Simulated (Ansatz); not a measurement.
# 3-layer puckered SnSe (AB) in a perpendicular field

What dipole does a perpendicular field induce in the 3-layer puckered SnSe (AB), and does the gap follow? A positive field points along +c.

Main program and level: Ansatz 0.2.0; plane-wave DFT, PBE-D3(BJ), Ansatz PAW.

## Step 1: The starting structure

The cell holds 12 atoms: 6 Sn and 6 Se. Its edges and angles: a = 4.400 Å, b = 4.290 Å, c = 59.781 Å, α = 90.0°, β = 90.0°, γ = 90.0°. Regions: layer 1: puckered SnSe, 4 atoms (2 Sn and 2 Se); layer 2: puckered SnSe, 4 atoms (2 Sn and 2 Se); layer 3: puckered SnSe, 4 atoms (2 Sn and 2 Se). Vacuum lies along c.

## Step 2: Relaxation

The starting cell is a guess, so the in-plane lattice and the atoms are relaxed first, with the slab cut off from its images along the normal.

The input, input.yaml:

```yaml
crystal:
  lattice:
    - [4.4, 0.0, 0.0]
    - [0.0, 4.29, 0.0]
    - [0.0, 0.0, 59.7808000023]
  atoms:
    - { symbol: Sn, position: [0.06, 0.0, 0.3797205792] }
    - { symbol: Se, position: [0.44, 0.5, 0.3813933571] }
    - { symbol: Se, position: [0.94, 0.0, 0.4247785242] }
    - { symbol: Sn, position: [0.56, 0.5, 0.4264513021] }
    - { symbol: Sn, position: [0.06, 0.5, 0.4766346385] }
    - { symbol: Se, position: [0.44, 0.0, 0.4783074164] }
    - { symbol: Se, position: [0.94, 0.5, 0.5216925836] }
    - { symbol: Sn, position: [0.56, 0.0, 0.5233653615] }
    - { symbol: Sn, position: [0.06, 0.0, 0.5735486979] }
    - { symbol: Se, position: [0.44, 0.5, 0.5752214758] }
    - { symbol: Se, position: [0.94, 0.0, 0.6186066429] }
    - { symbol: Sn, position: [0.56, 0.5, 0.6202794208] }
  periodic: [true, true, false]
kpoints:
  mp_grid: { grid: [8, 8, 1] }
hamiltonian:
  xc: pbe
  dispersion: d3bj
scf:
  occupations: { method: fermi_dirac, width: 0.05 }
  convergence: { dr2_threshold: 1.0e-09 }
relax:
  f_tol: 0.004
  max_steps: 90
  cell: {}
output:
  write_potential: true
  write_density: true
  volumetric_format: npy
```

Command:

```sh
$ ansatz run input.yaml --threads 4 --pin off --max-ram 12288MiB --backend cpu --events-out ev --progress --plain --runs-dir out
```

Numbers of over 12 decimals in the logs are rounded to 6 here.

What it wrote:

```text
Warning: relax.cell: scf.convergence.dr2_threshold = 1e-9 eV is looser than the 2.01876302768e-10 eV advised for a relaxation that steers and ends on the stress (1e-10 eV for each atom of the cell: 12, times the square of relax.cell.stress_2d_tol = 0.05 N/m over 24.4 Å (the atoms' height at the walk's start and 5 Å past either face), 2.051e-2 GPa, over a crystal's default 0.05). What an SCF threshold leaves in a stress goes as its square root, and in the free energy as the threshold itself, and one threshold admits the most on a small cell: [figures from the program's tests cut] Set scf.convergence.dr2_threshold to 2.01876302768e-10 eV or tighter. [rest of the remark cut]
Engine: ansatz 0.2.0, aarch64-unknown-linux-gnu
Pseudopotentials: kind: paw
Pseudopotential: Sn, paw, valence charge 14, recommended cutoff 420 eV (normal), Sn.paw.azcp
Pseudopotential: Se, paw, valence charge 16, recommended cutoff 420 eV (normal), Se.paw.azcp
Functional definition: PBE
  parameter kappa = 0.804
  parameter beta = 0.066725
  exchange = pbe_x(kappa = kappa, mu = beta*pi^2/3)
  correlation = pbe_c(beta = beta)
Crystal: 12 atoms, lattice volume = 1128.422 Å³
Basis set: ecut = 420 eV, 22103 PW (Γ), exchange–correlation on 60×60×800 points (8 copies of the dense FFT grid, shifted against one another)
Bands: 108, of which v1, the nominal top of the filled ones, is band 90 counted from 1 (89 counted from 0)
Symmetry: 4 space group operations
Space group: Pmn21 (ITA 31), of the structure as read, at distance tolerance 1.0e-4 Å
k-points: 25 of 64 (time reversal used)
Non-local potential: Sn, projectors of the file, l = 0: 2, l = 1: 2, l = 2: 2, l = 3: 2
Non-local potential: Se, projectors of the file, l = 0: 2, l = 1: 2, l = 2: 3, l = 3: 1
PAW form: soft (Blöchl's): semilocal exchange-correlation on the pseudo side does not see the compensation charge
PAW one-centre angular grid: Sn, 590 points (default); XC on 64 Gauss nodes
PAW one-centre angular grid: Se, 590 points (default); XC on 64 Gauss nodes
Initial density: superposition of atomic densities (neutral atoms: chi_scale 0, normalization atom), corrected by the library's trained network
Initial wavefunctions: pseudopotential atomic-orbital guess
Functional: x = pbe(κ = 0.804, μ = 0.219515), c = pbe(β = 0.066725)
SCF iter   1: F=—  HF=-68968.049762 eV  |F-HF|=—  |Δ(HF+E_count)|=         —  Δρ=9.00e-4  dr2=6.15e-2  ethr=1.77e-3  ⟨swp⟩=11.3  Hψ=14086  notcnv=0  defer=51
preconditioner: auto → Resta (q_TF=auto, 2.009 Å⁻¹)  ε∞=1.5  [insulator: Δε(μ)=1.103 eV  Ē_g=16.625 eV  σ=0.050 eV  W_gap=1.00  n_scr=146 (ndim 8)  ℏωp=12.1 eV  f_vac=0.694  D(μ)=0.00/eV (n_scr^D=0)  ε∞_Penn≈1.5  vacuum switching on, ρ_ref=2.0e-2 e/Å³]
SCF iter   2: F=—  HF=-68968.066729 eV  |F-HF|=—  |Δ(HF+E_count)|=   1.70e-2  Δρ=1.14e-3  dr2=3.11e-1  ethr=3.42e-5  ⟨swp⟩=4.0  Hψ=5405  notcnv=0  defer=242
SCF iter   3: F=—  HF=-68968.037715 eV  |F-HF|=—  |Δ(HF+E_count)|=   2.90e-2  Δρ=3.76e-4  dr2=5.00e-3  ethr=3.42e-5  ⟨swp⟩=2.7  Hψ=3158  notcnv=0  defer=242
SCF iter   4: F=—  HF=-68968.038032 eV  |F-HF|=—  |Δ(HF+E_count)|=   3.16e-4  Δρ=1.57e-4  dr2=3.01e-4  ethr=2.78e-6  ⟨swp⟩=2.2  Hψ=4399  notcnv=0  defer=233
SCF iter   5: F=—  HF=-68968.038181 eV  |F-HF|=—  |Δ(HF+E_count)|=   1.49e-4  Δρ=5.17e-5  dr2=3.72e-5  ethr=1.67e-7  ⟨swp⟩=3.0  Hψ=4519  notcnv=0  defer=233
SCF iter   6: F=—  HF=-68968.038139 eV  |F-HF|=—  |Δ(HF+E_count)|=   4.18e-5  Δρ=1.98e-5  dr2=1.38e-5  ethr=2.07e-8  ⟨swp⟩=3.0  Hψ=4478  notcnv=0  defer=233
SCF iter   7: F=—  HF=-68968.037970 eV  |F-HF|=—  |Δ(HF+E_count)|=   1.69e-4  Δρ=9.05e-6  dr2=1.27e-6  ethr=7.68e-9  ⟨swp⟩=2.9  Hψ=3734  notcnv=0  defer=233
SCF iter   8: F=—  HF=-68968.037971 eV  |F-HF|=—  |Δ(HF+E_count)|=   6.59e-7  Δρ=3.36e-6  dr2=1.08e-7  ethr=7.06e-10  ⟨swp⟩=3.0  Hψ=4407  notcnv=0  defer=233
SCF iter   9: F=—  HF=-68968.037971 eV  |F-HF|=—  |Δ(HF+E_count)|=   1.17e-7  Δρ=9.63e-7  dr2=1.17e-8  ethr=6.00e-11  ⟨swp⟩=3.0  Hψ=4514  notcnv=0  defer=233
SCF iter  10: F=—  HF=-68968.037971 eV  |F-HF|=—  |Δ(HF+E_count)|=   2.02e-8  Δρ=2.80e-7  dr2=1.16e-9  ethr=6.51e-12  ⟨swp⟩=3.0  Hψ=4776  notcnv=0  defer=233
SCF iter  11: F=-68968.037971 eV  HF=-68968.037971 eV  |F-HF|=6.75e-9  |Δ(HF+E_count)|=  7.13e-10  Δρ=1.07e-7  dr2=3.43e-10  ethr=1.00e-12  ⟨swp⟩=10.7  Hψ=16926  notcnv=0
SCF 1 converged in 11 iterations: F = -68968.037971 eV  dr2 = 3.43e-10
  greatest PAW one-centre occupation: 1.000 electrons in one spin orbital (limit 2), on the Se atom at site 6 (counted from 0), in its partial waves of l = 2
relax step   1: F+E_penalty+E_count = -68968.03797077 eV  Δ(F+E_penalty+E_count) = +0.000e0 eV  max|allowed force component| = 7.067e-1 eV/Å  Δτ_max = 0.0000 Å  P = +4.431 N/m  Ω = 1128.422 Å³  fix = [c, alpha, beta]  reactions: c +0.000 N/m  (11 SCF iters, accepted)
Crystal: 12 atoms, lattice volume = 1124.591 Å³
Basis set: ecut = 420 eV, 21987 PW (Γ), exchange–correlation on 60×60×800 points (8 copies of the dense FFT grid, shifted against one another)
Initial density: handed on by an earlier stage of this run
Initial wavefunctions: those handed on with the density
iter 1 solved again at ethr=1.68e-4 eV; its pass at ethr=3.10e-3 eV (dr2=3.03e-1 eV) is discarded
SCF iter   1: F=—  HF=-68968.513107 eV  |F-HF|=—  |Δ(HF+E_count)|=         —  Δρ=4.09e-3  dr2=3.04e-1  ethr=1.68e-4  ⟨swp⟩=5.0  Hψ=14369  notcnv=0
preconditioner: auto → Resta (q_TF=auto, 2.010 Å⁻¹)  ε∞=1.5  [insulator: Δε(μ)=0.863 eV  Ē_g=16.425 eV  σ=0.050 eV  W_gap=1.00  n_scr=142 (ndim 8)  ℏωp=12.1 eV  f_vac=0.693  D(μ)=0.00/eV (n_scr^D=0)  ε∞_Penn≈1.5  vacuum switching on, ρ_ref=2.0e-2 e/Å³]
SCF iter   2: F=—  HF=-68968.447063 eV  |F-HF|=—  |Δ(HF+E_count)|=   6.60e-2  Δρ=2.16e-3  dr2=5.69e-2  ethr=1.68e-4  ⟨swp⟩=5.0  Hψ=5675  notcnv=0  defer=29
SCF iter   3: F=—  HF=-68968.449535 eV  |F-HF|=—  |Δ(HF+E_count)|=   2.47e-3  Δρ=1.10e-3  dr2=9.95e-2  ethr=3.16e-5  ⟨swp⟩=4.6  Hψ=5415  notcnv=0  defer=55
SCF iter   4: F=—  HF=-68968.452949 eV  |F-HF|=—  |Δ(HF+E_count)|=   3.41e-3  Δρ=8.19e-4  dr2=1.32e-1  ethr=3.16e-5  ⟨swp⟩=3.0  Hψ=3824  notcnv=0  defer=214
SCF iter   5: F=—  HF=-68968.443266 eV  |F-HF|=—  |Δ(HF+E_count)|=   9.68e-3  Δρ=3.52e-4  dr2=1.81e-2  ethr=3.16e-5  ⟨swp⟩=2.3  Hψ=3219  notcnv=0  defer=214
SCF iter   6: F=—  HF=-68968.441849 eV  |F-HF|=—  |Δ(HF+E_count)|=   1.42e-3  Δρ=1.00e-4  dr2=1.02e-3  ethr=1.00e-5  ⟨swp⟩=2.3  Hψ=3176  notcnv=0  defer=214
SCF iter   7: F=—  HF=-68968.441777 eV  |F-HF|=—  |Δ(HF+E_count)|=   7.22e-5  Δρ=3.75e-5  dr2=4.05e-5  ethr=5.68e-7  ⟨swp⟩=2.8  Hψ=3504  notcnv=0  defer=214
[...]
relax step   7: F+E_penalty+E_count = -68968.52605688 eV  Δ(F+E_penalty+E_count) = -1.515e-3 eV  max|allowed force component| = 5.562e-3 eV/Å  Δτ_max = 0.0250 Å  P = +0.026 N/m  Ω = 1090.970 Å³  energy of the carried Pulay correction = +1.939e-3 eV  fix = [c, alpha, beta]  reactions: c +0.000 N/m  (9 SCF iters, accepted)
[...]
relax step   8: F+E_penalty+E_count = -68968.52609124 eV  Δ(F+E_penalty+E_count) = -3.436e-5 eV  max|allowed force component| = 1.060e-2 eV/Å  Δτ_max = 0.0123 Å  P = +0.030 N/m  Ω = 1090.500 Å³  energy of the carried Pulay correction = +1.964e-3 eV  fix = [c, alpha, beta]  reactions: c +0.000 N/m  (8 SCF iters, accepted)
[...]
relax step   9: F+E_penalty+E_count = -68968.52620555 eV  Δ(F+E_penalty+E_count) = -1.143e-4 eV  max|allowed force component| = 2.424e-3 eV/Å  Δτ_max = 0.0051 Å  P = +0.005 N/m  Ω = 1090.601 Å³  energy of the carried Pulay correction = +1.959e-3 eV  fix = [c, alpha, beta]  reactions: c +0.000 N/m  (8 SCF iters, accepted)
Initial wavefunctions: pseudopotential atomic-orbital guess (no wavefunctions were taken with the density)
iter 1 solved again at ethr=7.67e-7 eV; its pass at ethr=3.10e-3 eV (dr2=1.38e-3 eV) is discarded
SCF iter   1: F=—  HF=-68968.524751 eV  |F-HF|=—  |Δ(HF+E_count)|=         —  Δρ=1.65e-5  dr2=4.60e-7  ethr=7.67e-7  ⟨swp⟩=5.7  Hψ=23349  notcnv=0
eigensolver tolerance schedule: the retry pair's looser diagonalisation over-reported the residual by 2998.21 of it (diagonalisation noise at 2.87 of the residual, at the tolerance the schedule requests for it); recorded, not acted on — ethr = c·dr2/N_el stays at c = 1.0e-1
preconditioner: auto → Resta (q_TF=auto, 2.021 Å⁻¹)  ε∞=1.5  [insulator: Δε(μ)=0.795 eV  Ē_g=16.630 eV  σ=0.050 eV  W_gap=1.00  n_scr=146 (ndim 8)  ℏωp=12.3 eV  f_vac=0.695  D(μ)=0.00/eV (n_scr^D=0)  ε∞_Penn≈1.5  vacuum switching on, ρ_ref=2.0e-2 e/Å³]
SCF iter   2: F=—  HF=-68968.524513 eV  |F-HF|=—  |Δ(HF+E_count)|=   2.38e-4  Δρ=8.39e-6  dr2=1.50e-7  ethr=2.56e-10  ⟨swp⟩=4.9  Hψ=8728  notcnv=0
SCF iter   3: F=—  HF=-68968.524514 eV  |F-HF|=—  |Δ(HF+E_count)|=   3.65e-7  Δρ=2.59e-6  dr2=5.07e-8  ethr=8.33e-11  ⟨swp⟩=2.8  Hψ=4518  notcnv=0
SCF iter   4: F=—  HF=-68968.524514 eV  |F-HF|=—  |Δ(HF+E_count)|=   2.30e-8  Δρ=8.61e-7  dr2=4.00e-8  ethr=2.82e-11  ⟨swp⟩=3.5  Hψ=5776  notcnv=0
SCF iter   5: F=—  HF=-68968.524514 eV  |F-HF|=—  |Δ(HF+E_count)|=   1.95e-9  Δρ=5.67e-7  dr2=4.98e-8  ethr=2.22e-11  ⟨swp⟩=2.6  Hψ=3422  notcnv=0
SCF iter   6: F=—  HF=-68968.524514 eV  |F-HF|=—  |Δ(HF+E_count)|=   1.11e-9  Δρ=2.83e-7  dr2=7.09e-9  ethr=2.22e-11  ⟨swp⟩=2.0  Hψ=3118  notcnv=0
SCF iter   7: F=-68968.524514 eV  HF=-68968.524514 eV  |F-HF|=3.86e-9  |Δ(HF+E_count)|=   1.91e-9  Δρ=1.08e-7  dr2=5.16e-10  ethr=1.00e-12  ⟨swp⟩=14.8  Hψ=20899  notcnv=0
SCF 10 converged in 7 iterations: F = -68968.524514 eV  dr2 = 5.16e-10
  greatest PAW one-centre occupation: 1.000 electrons in one spin orbital (limit 2), on the Se atom at site 2 (counted from 0), in its partial waves of l = 2
relax step  10: F+E_penalty+E_count = -68968.52451386 eV  Δ(F+E_penalty+E_count) = +1.692e-3 eV  max|allowed force component| = 2.333e-3 eV/Å  Δτ_max = 0.0000 Å  P = -0.003 N/m  Ω = 1090.601 Å³  fix = [c, alpha, beta]  reactions: c +0.000 N/m  stress off target by 6.02e-3 N/m on what of the cell is left free  SCF on the basis re-selected at this cell (its energy is not comparable with the rows above)  (7 SCF iters)
basis re-selected at this cell: Δ(F+E_penalty+E_count) = +1.692e-3 eV, ΔP = -0.007 N/m vs the last step (what re-selecting the basis moved, of the pressure what is left beyond the Pulay correction that the steps carried, after the strain that the cell walked since its last selection, with what the two solves' SCF thresholds leave and, on support functions, any second-order correction that the steps lacked; it is no m [...]
WARN: The output density's exchange-correlation potential varies sharply where the density is thin. Do not read a vacuum level from v_tot or v_xc, or from such a field of the output density. On a cell that repeats whose density bears no net charge and no dipole along the vacuum's axis use v_es (v_loc + v_h of the components); under efield.dipole_correction with no amplitude use v_es + v_field, which holds any externa [...]
SCF converged after 7 iterations
Free energy (F): -68968.524514 eV
Harris-Foulkes:  -68968.524514 eV  (|F-HF|=3.86e-9)
Internal energy: -68968.524477 eV  (E = F + TS)
E sigma→0 (E₀):  -68968.524495 eV
Entropy (-TS):   -0.000037 eV (-0.003 meV/atom)
Fermi energy:    -3.946011 eV
--- Per-component energies (eV) ---
  E_band       = -5210.707781
  E_kinetic    = 1823.671704
  E_local      = -1510774.365902  (includes V_loc(G=0)·N_el)
  E_nonlocal   = -3771.148100
  E_hartree    = 754734.645993
  E_xc         = -2925.124516
  E_vxc        = -1168.904569  (∫ρ·V_xc dr)
  E_paw        = -36268.108727  (= ΣΔE_a)
  E_vpaw       = -789.267776  (= ΣTr[D̂ρ^β])
  E_aug_tail   = -0.003438  (compensation charges beyond the density's cutoff)
  E_ewald      = 728215.767993
  E_disp       = -3.859484  (pairwise vdW)
  E_smearing   = -0.000037  (= −TS)
  E_closure    = 0.000000  (closes the sum)
  Σ components = -68968.524514   (vs F -68968.524514, Δ=0.00e0)
--- Forces (eV/Å), atoms counted from 1 ---
  atom   1  Sn    -0.00045846    -0.00000000    -0.00192091
  atom   2  Se     0.00083823     0.00000000     0.00196552
  atom   3  Se    -0.00039245     0.00000000     0.00083679
  atom   4  Sn    -0.00025268    -0.00000000    -0.00233338
  atom   5  Sn    -0.00001354    -0.00000000     0.00097955
  atom   6  Se     0.00027887     0.00000000     0.00099379
  atom   7  Se     0.00027887     0.00000000    -0.00099379
  atom   8  Sn    -0.00001354    -0.00000000    -0.00097955
  atom   9  Sn    -0.00025268    -0.00000000     0.00233338
  atom  10  Se    -0.00039245     0.00000000    -0.00083679
  atom  11  Se     0.00083823     0.00000000    -0.00196552
  atom  12  Sn    -0.00045846    -0.00000000     0.00192091
  max |Σ_I F_I| component: 6.55e-8 eV/Å
--- 2D stress c σ (N/m, compression-positive) ---
        0.000610      -0.000000      -0.000000
       -0.000000      -0.006024       0.000000
       -0.000000       0.000000       0.000000
  P = ½ c Tr σ = -0.0027 N/m
--- Band table (eV; the first three rows and the last of 25) ---
  k-point 0: bands = [... 86 lower, -6.0421, -4.9238, -4.8315, -4.8253, -3.5161, -2.3900, -1.3264, -1.2876, ... 14 higher]
  k-point 1: bands = [... 86 lower, -5.7541, -4.9412, -4.8969, -4.8641, -3.4669, -2.3469, -1.4248, -1.3302, ... 14 higher]
  k-point 2: bands = [... 86 lower, -5.1912, -5.1548, -4.9636, -4.9180, -3.1817, -2.5465, -2.3321, -2.1833, ... 14 higher]
  k-point 24: bands = [... 86 lower, -6.0435, -6.0435, -5.9834, -5.9834, -1.6393, -1.6393, -1.5468, -1.5468, ... 14 higher]
  the weakly bound empty levels are not read free of the cell's end (no_gap_told)
--- Relaxed structure (9 steps of the walk, 8 accepted, 1 SCFs on fresh bases) ---
  F+E_penalty+E_count = -68968.52451386 eV   max|allowed force component| = 2.333e-3 eV/Å   (the final SCF, on the basis selected at the relaxed cell)
  cell:  # Å, volume = 1090.6006 Å³
    - [4.311185, 3.3234611578207544e-18, 0]
    - [3.2403746288752353e-18, 4.231627, 0]
    - [0, 0, 59.7808000023]
  atoms:
    - { symbol: Sn, position: [0.020633, 0, 0.379442] }
    - { symbol: Se, position: [0.474250, 0.500000, 0.382488] }
    - { symbol: Se, position: [0.975331, 0, 0.424818] }
    - { symbol: Sn, position: [0.525835, 0.500000, 0.428119] }
    - { symbol: Sn, position: [0.029599, 0.500000, 0.475209] }
    - { symbol: Se, position: [0.474352, 0, 0.479164] }
    - { symbol: Se, position: [0.974352, 0.500000, 0.520836] }
    - { symbol: Sn, position: [0.529599, 0, 0.524791] }
    - { symbol: Sn, position: [0.025835, 0, 0.571881] }
    - { symbol: Se, position: [0.475331, 0.500000, 0.575182] }
    - { symbol: Se, position: [0.974250, 0, 0.617512] }
    - { symbol: Sn, position: [0.520633, 0.500000, 0.620558] }
```

Wall time 19 min (4 threads of Arm Neoverse V1, shared host); peak memory 3.8 GiB.

The steps of the relaxation:

```
step  energy less that of the first step (eV)  largest force component (eV/Å)  volume (Å³)
   1                                   0.0000                          0.7067      1128.42
   2                                  -0.4035                          0.3358      1124.59
   3                                  -0.4762                          0.0482      1113.34
   4                                  -0.4801                          0.0185      1107.02
   5                                  -0.4866                          0.0208      1094.25
   6                                  -0.4867                          0.0419      1087.34
   7                                  -0.4881                          0.0056      1090.97
   8                                  -0.4881                          0.0106      1090.50
   9                                  -0.4882                          0.0024      1090.60
 10*                                  -0.4865                          0.0023      1090.60
```

Relaxation steps marked * repeat the geometry before them on a plane-wave basis chosen anew for their cell, so energy and pressure can jump there. Relaxation step 6 was tried and not accepted.

Forces are held to the 4 operations that the run works with; a distortion that breaks them can't arise in this run.

```
cell as run  before  after  change
      a (Å)   4.400  4.311  -2.0 %
      b (Å)   4.290  4.232  -1.4 %
```

The atoms that moved most (Å, along periodic axes as changes of fractional coordinates times the final cell, across vacuum about the mean position):

| atom | dx | dy | dz | length |
| --- | --- | --- | --- | --- |
| Sn9 | -0.147 | 0.000 | -0.100 | 0.178 |
| Sn4 | -0.147 | 0.000 | 0.100 | 0.178 |
| Sn12 | -0.170 | 0.000 | 0.017 | 0.171 |
| Sn1 | -0.170 | 0.000 | -0.017 | 0.171 |
| Se2 | 0.148 | 0.000 | 0.065 | 0.162 |
| Se11 | 0.148 | 0.000 | -0.065 | 0.162 |
| Se6 | 0.148 | 0.000 | 0.051 | 0.157 |
| Se7 | 0.148 | 0.000 | -0.051 | 0.157 |

The lattice constant a goes from 4.400 to 4.311 Å.

(Continued in part 2 of 3.)

[Logs are printed without paths, hosts, clocks, repeated set-up lines and the standing remarks that a program may print on its own settings, such as how far it seeks lower states.]

[Hosts, paths, dates, database ids (printed as entryN), source tags and the programs' standing remarks are cut or masked in the printed files.]

[Maps of the electrostatic potential energy from Ansatz leave out the sawtooth potential of an applied field or a dipole correction, so their vacuum need not be flat; planar profiles and work functions include it.]
